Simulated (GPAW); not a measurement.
# Ta2NS2 MXene monolayer: work function by functional and basis, part 2 of 2

How far do functional and basis move the work function of Ta2NS2 MXene monolayer?

GPAW 26.7.0; GPAW, PAW setups; layer in a repeated cell with vacuum, relaxation of atoms and in-plane cell (the session's first sound run).

So far, upper work function (eV): step 3 (plane waves, PBE) 5.07; step 4 (self-consistent run: xc = "vdW-DF2", GPAW, PAW setups, GPAW) 5.46; step 5 (self-consistent run: xc = "revPBE") 4.97; step 6 (self-consistent run: xc = "RPBE") 4.97; step 7 (OptPBE vdW: xc = "optPBE-vdW", GPAW, PAW setups, GPAW) 5.32.

**8. Self-consistent run: xc = "LDA"**

Level of this step: GPAW, PAW setups; slab in vacuum (GPAW).

The same geometry under LDA, to see how far the functional moves the levels against the vacuum.

run.py reads:

```python
import json
import numpy as np
from ase import Atoms
from gpaw import GPAW, PW

slab = Atoms(
    ['S', 'Ta', 'N', 'Ta', 'S'],
    positions=[
        [-0.00000, 1.90289, 9.00000],
        [1.64795, 0.95144, 10.59492],
        [-0.00000, -0.00000, 11.74018],
        [-0.00000, 1.90289, 12.88544],
        [1.64795, 0.95144, 14.48036]],
    cell=[[3.29589, -0.0, 0.0], [-1.64795, 2.85433, 0.0], [0.0, 0.0, 23.4804]],
    pbc=[True, True, False])

slab.calc = GPAW(mode=PW(500), xc='LDA', kpts={'size': (12, 12, 1), 'gamma': True},
                 occupations={'name': 'fermi-dirac', 'width': 0.05}, nbands='160%',
                 convergence={'density': 1e-05}, maxiter=200,
                 poissonsolver={'dipolelayer': 'xy'},
                 symmetry={'tolerance': 1e-3}, txt='slab.txt')
result = {}
energy = slab.get_potential_energy()
fermi = slab.calc.get_fermi_level()
v = slab.calc.get_electrostatic_potential().mean((0, 1)) - fermi
n = slab.calc.get_pseudo_density().mean((0, 1))
L = slab.cell[2, 2]
z = np.arange(len(v)) * L / len(v)
low, high = slab.positions[:, 2].min(), slab.positions[:, 2].max()
below, above = np.interp([low - 6.8, high + 6.8], z, v)
slopes = [np.interp(x, z, np.gradient(v, z)) for x in (low - 6.8, high + 6.8)]
eps = np.array([[slab.calc.get_eigenvalues(k, s) for k in range(len(slab.calc.get_ibz_k_points()))]
                for s in range(slab.calc.get_number_of_spins())]) - fermi
top, bottom = eps[eps < 0].max(), eps[eps > 0].min()
dipole = slab.get_dipole_moment()[2]
print(f'energy {energy:.4f} eV, Fermi level {fermi:.4f} eV, dipole {dipole:.5f} e A')
print(f'potential 6.8 A off the faces, from the Fermi level: lower {below:.4f} eV, upper {above:.4f} eV')
print(f'slope of the potential there: lower {slopes[0]:.5f}, upper {slopes[1]:.5f} eV/A')
print(f'nearest levels on the mesh: {top:.4f} and {bottom:.4f} eV')
print('magnetic moment', round(slab.get_magnetic_moment(), 3))
result.update(energy=energy, fermi=fermi, dipole=dipole, below=below, above=above, slopes=slopes, edges=[top, bottom],
              z=z.tolist(), v=v.tolist(), n=n.tolist(), positions=slab.positions.tolist(),
              forces=slab.get_forces(apply_constraint=False).tolist(), moments=slab.get_magnetic_moments().tolist())
json.dump(result, open('result.json', 'w'))
```

Run with:

```
> OMP_NUM_THREADS=1 OPENBLAS_NUM_THREADS=1 python run.py
```

What it wrote:

```text
energy -45.5121 eV, Fermi level 0.0129 eV, dipole -0.00069 e A
potential 6.8 A off the faces, from the Fermi level: lower 5.3295 eV, upper 5.3419 eV
slope of the potential there: lower -0.00020, upper 0.00020 eV/A
nearest levels on the mesh: -0.0340 and 0.1486 eV
magnetic moment 0.0
```

Elapsed: 1.9 min, on 1 thread of Arm Neoverse V1, shared host; peak memory 0.28 GiB.

Numbers from this step:

```
levels nearest the Fermi level on the mesh : -0.03401, 0.1486 eV from the Fermi level
upper work function                        : 5.342 eV
lower work function                        : 5.330 eV
```

The electrostatic potential energy of an electron (without an applied field's), less the Fermi level, planar mean oscillates, so the rows of the table below give means over windows of 1.69 Å about each position, cut where the curve ends. Its maxima inside the range that stand out by 2 % of the span (Å: eV): 9.7: -5.97, 11.4: -10.1, 12.1: -10.0, 13.8: -5.96. Its minima: 9.0: -17.5, 10.6: -22.0, 11.7: -14.2, 12.9: -22.0, 14.5: -17.5.

Electrostatic potential energy of an electron (without an applied field's), less the Fermi level, planar mean against z; means over each step:

z (Å), electrostatic potential energy of an electron (without an applied field's), less the Fermi level, planar mean (eV) and a bar from the least value:
```
     0.84        5.3 ##############################
     2.54        5.3 ##############################
     4.23        5.3 ##############################
     5.92        5.3 ##############################
     7.61        3.8 ############################
     9.30      -10.3 ########
    10.99      -15.7 
    12.68      -15.4 
    14.37       -9.2 #########
    16.05        4.5 #############################
    17.75        5.3 ##############################
    19.44        5.3 ##############################
    21.12        5.3 ##############################
    22.82        5.3 ##############################
```

The upper face's work function is 5.342 eV, against 5.074 eV in the first plane-wave PBE run at this geometry.

**9. Real-space grid: mode = "fd"**

A real-space grid is a second complete basis, so it checks the plane-wave result.

run.py, as its differences from that of step 8:

```diff
@@ -3,3 +3,3 @@
 from ase import Atoms
-from gpaw import GPAW, PW
+from gpaw import GPAW
 
@@ -16,3 +16,3 @@
 
-slab.calc = GPAW(mode=PW(500), xc='LDA', kpts={'size': (12, 12, 1), 'gamma': True},
+slab.calc = GPAW(mode='fd', h=0.18, xc='PBE', kpts={'size': (12, 12, 1), 'gamma': True},
                  occupations={'name': 'fermi-dirac', 'width': 0.05}, nbands='160%',
```

What it wrote:

```text
energy -41.5251 eV, Fermi level -5.0673 eV, dipole -0.00067 e A
potential 6.8 A off the faces, from the Fermi level: lower 5.0611 eV, upper 5.0735 eV
slope of the potential there: lower -0.00000, upper 0.00000 eV/A
nearest levels on the mesh: -0.0315 and 0.1480 eV
magnetic moment 0.0
```

Run time: 3.5 min. Hardware: 1 thread; peak memory 0.74 GiB.

Numbers from this step:

```yaml
dipole_along_the_normal: -6.66e-4 e·Å
levels_nearest_the_fermi_level_on_the_mesh: -0.03149, 0.1480 eV from the Fermi level
upper_work_function: 5.073 eV
lower_work_function: 5.061 eV
```

The upper face's work function is 5.073 eV, against 5.074 eV in the first plane-wave PBE run at this geometry.

**10. Atomic orbitals: mode = "lcao"**

Atom-centred orbitals end a few angstrom from the surface, which tests how much the density's tail matters.

run.py, as its differences from that of step 9:

```diff
@@ -16,4 +16,4 @@
 
-slab.calc = GPAW(mode='fd', h=0.18, xc='PBE', kpts={'size': (12, 12, 1), 'gamma': True},
-                 occupations={'name': 'fermi-dirac', 'width': 0.05}, nbands='160%',
+slab.calc = GPAW(mode='lcao', basis='dzp', h=0.18, xc='PBE', kpts={'size': (12, 12, 1), 'gamma': True},
+                 occupations={'name': 'fermi-dirac', 'width': 0.05}, nbands='120%',
                  convergence={'density': 1e-05}, maxiter=200,
```

What it wrote:

```text
energy -39.9421 eV, Fermi level -5.1169 eV, dipole -0.00067 e A
potential 6.8 A off the faces, from the Fermi level: lower 5.1107 eV, upper 5.1231 eV
slope of the potential there: lower 0.00000, upper 0.00000 eV/A
nearest levels on the mesh: -0.0365 and 0.1656 eV
magnetic moment 0.0
```

Run time: 3.8 min. Hardware: 1 thread; peak memory 0.32 GiB.

Numbers from this step:

```
levels nearest the Fermi level on the mesh : -0.03652, 0.1656 eV from the Fermi level
upper work function                        : 5.123 eV
lower work function                        : 5.111 eV
```

The electrostatic potential energy of an electron (without an applied field's), less the Fermi level, planar mean oscillates, so the rows of the table below give means over windows of 1.69 Å about each position, cut where the curve ends. Its maxima inside the range that stand out by 2 % of the span (Å: eV): 9.7: -6.37, 11.4: -10.6, 12.1: -10.6, 13.8: -6.36. Its minima: 9.0: -17.6, 10.6: -22.5, 11.7: -14.7, 12.9: -22.5, 14.5: -17.6.

The electrostatic potential energy of an electron (without an applied field's), less the Fermi level, planar mean by z; means over each step:

| z (Å) | electrostatic potential energy of an electron (without an applied field's), less the Fermi level, planar mean (eV) |
| --- | --- |
| 0.84 | 5.11 |
| 2.54 | 5.11 |
| 4.23 | 5.11 |
| 5.92 | 5.11 |
| 7.61 | 3.62 |
| 9.30 | -10.6 |
| 10.99 | -16.2 |
| 12.68 | -15.9 |
| 14.37 | -9.50 |
| 16.05 | 4.28 |
| 17.75 | 5.12 |
| 19.44 | 5.12 |
| 21.12 | 5.12 |
| 22.82 | 5.12 |

The upper face's work function is 5.123 eV, against 5.074 eV in the first plane-wave PBE run at this geometry.

**11. The ladder**

Times are for 1 thread of Arm Neoverse V1, shared host. Results by setting:

| no. | run | upper work function (eV) | lower work function (eV) | time | memory (GiB) |
| --- | --- | --- | --- | --- | --- |
| 1 | pw | 5.074 | 5.061 | 1.9 min | 0.28 |
| 2 | vdW DF2 | 5.459 | 5.447 | 2.2 min | 0.49 |
| 3 | revPBE | 4.973 | 4.960 | 1.9 min | 0.28 |
| 4 | RPBE | 4.974 | 4.961 | 1.9 min | 0.28 |
| 5 | optPBE vdW | 5.318 | 5.305 | 2.2 min | 0.49 |
| 6 | LDA | 5.342 | 5.330 | 1.9 min | 0.28 |
| 7 | fd | 5.073 | 5.061 | 3.5 min | 0.74 |
| 8 | lcao | 5.123 | 5.111 | 3.8 min | 0.32 |

**12. Side by side**

Results and costs are gathered.

This step: comparison of work functions, dipole and cost (GPAW 26.7.0).

Ladder, by row:

| step | code | work function, upper (eV) | work function, lower (eV) | dipole (e Å) | wall time (s) | peak memory (GiB) | threads |
| --- | --- | --- | --- | --- | --- | --- | --- |
| pw | GPAW | 5.074 | 5.061 | -6.91e-4 | 115.2 | 0.28 | 1 |
| vdW-DF2 | GPAW | 5.459 | 5.447 | -6.92e-4 | 129.7 | 0.49 | 1 |
| revPBE | GPAW | 4.973 | 4.96 | -6.91e-4 | 114.8 | 0.28 | 1 |
| RPBE | GPAW | 4.974 | 4.961 | -6.91e-4 | 114.9 | 0.28 | 1 |
| optPBE-vdW | GPAW | 5.318 | 5.305 | -6.91e-4 | 130.9 | 0.49 | 1 |
| LDA | GPAW | 5.342 | 5.33 | -6.91e-4 | 114.4 | 0.28 | 1 |
| fd | GPAW | 5.073 | 5.061 | -6.66e-4 | 207 | 0.74 | 1 |
| lcao | GPAW | 5.123 | 5.111 | -6.66e-4 | 225.2 | 0.32 | 1 |

**13. A changed run**

One more run, with changed settings.

This step: GPAW, PAW setups; slab in vacuum (GPAW 26.7.0).

run.py, as its differences from that of step 10:

```diff
@@ -3,3 +3,3 @@
 from ase import Atoms
-from gpaw import GPAW
+from gpaw import GPAW, PW
 
@@ -16,5 +16,5 @@
 
-slab.calc = GPAW(mode='lcao', basis='dzp', h=0.18, xc='PBE', kpts={'size': (12, 12, 1), 'gamma': True},
-                 occupations={'name': 'fermi-dirac', 'width': 0.05}, nbands='120%',
-                 convergence={'density': 1e-05}, maxiter=200,
+slab.calc = GPAW(mode=PW(500), xc='PBE', kpts={'size': (12, 12, 1), 'gamma': True},
+                 occupations={'name': 'fermi-dirac', 'width': 0.05}, nbands='160%',
+                 convergence={'density': 1e-05}, maxiter=3,
                  poissonsolver={'dipolelayer': 'xy'},
```

What it wrote:

```text
gpaw.KohnShamConvergenceError
```

It took 27 s on 1 thread; peak memory 0.28 GiB.

No converged result was reached; the numbers in the log don't describe the system.

The fault put into the input: too few SCF iterations (maxiter = 3).

**14. What came out**

```json
{
 "work function, upper and lower face": "5.074 and 5.061 eV",
 "dipole along the normal": "-6.9e-4 e Å"
}
```

**Reading.** With plane waves and PBE the work function is 5.07 eV on the upper face and 5.06 eV on the lower. Over the sound runs of the table the upper face's work function spans 4.973 (revPBE) to 5.459 eV (vdW-DF2). The starting lattice was a guess from atomic radii; the relaxation moved it by 4 %. The small printed dipole stands for a step of 13 meV from the lower to the upper face, and the probes find 12 meV; values this small are near the numerical noise of both. The cell holds an odd number of electrons, so without spin polarisation it must come out metallic and without a moment, whatever its true state. The layer's cell and atoms come from the relaxation; spin-orbit coupling and temperature are left out.

[Logs are printed without paths, hosts, clocks, repeated set-up lines and the standing remarks that a program may print on its own settings, such as how far it seeks lower states.]

[Hosts, paths, dates, database ids (printed as entryN), source tags and the programs' standing remarks are cut or masked in the printed files.]
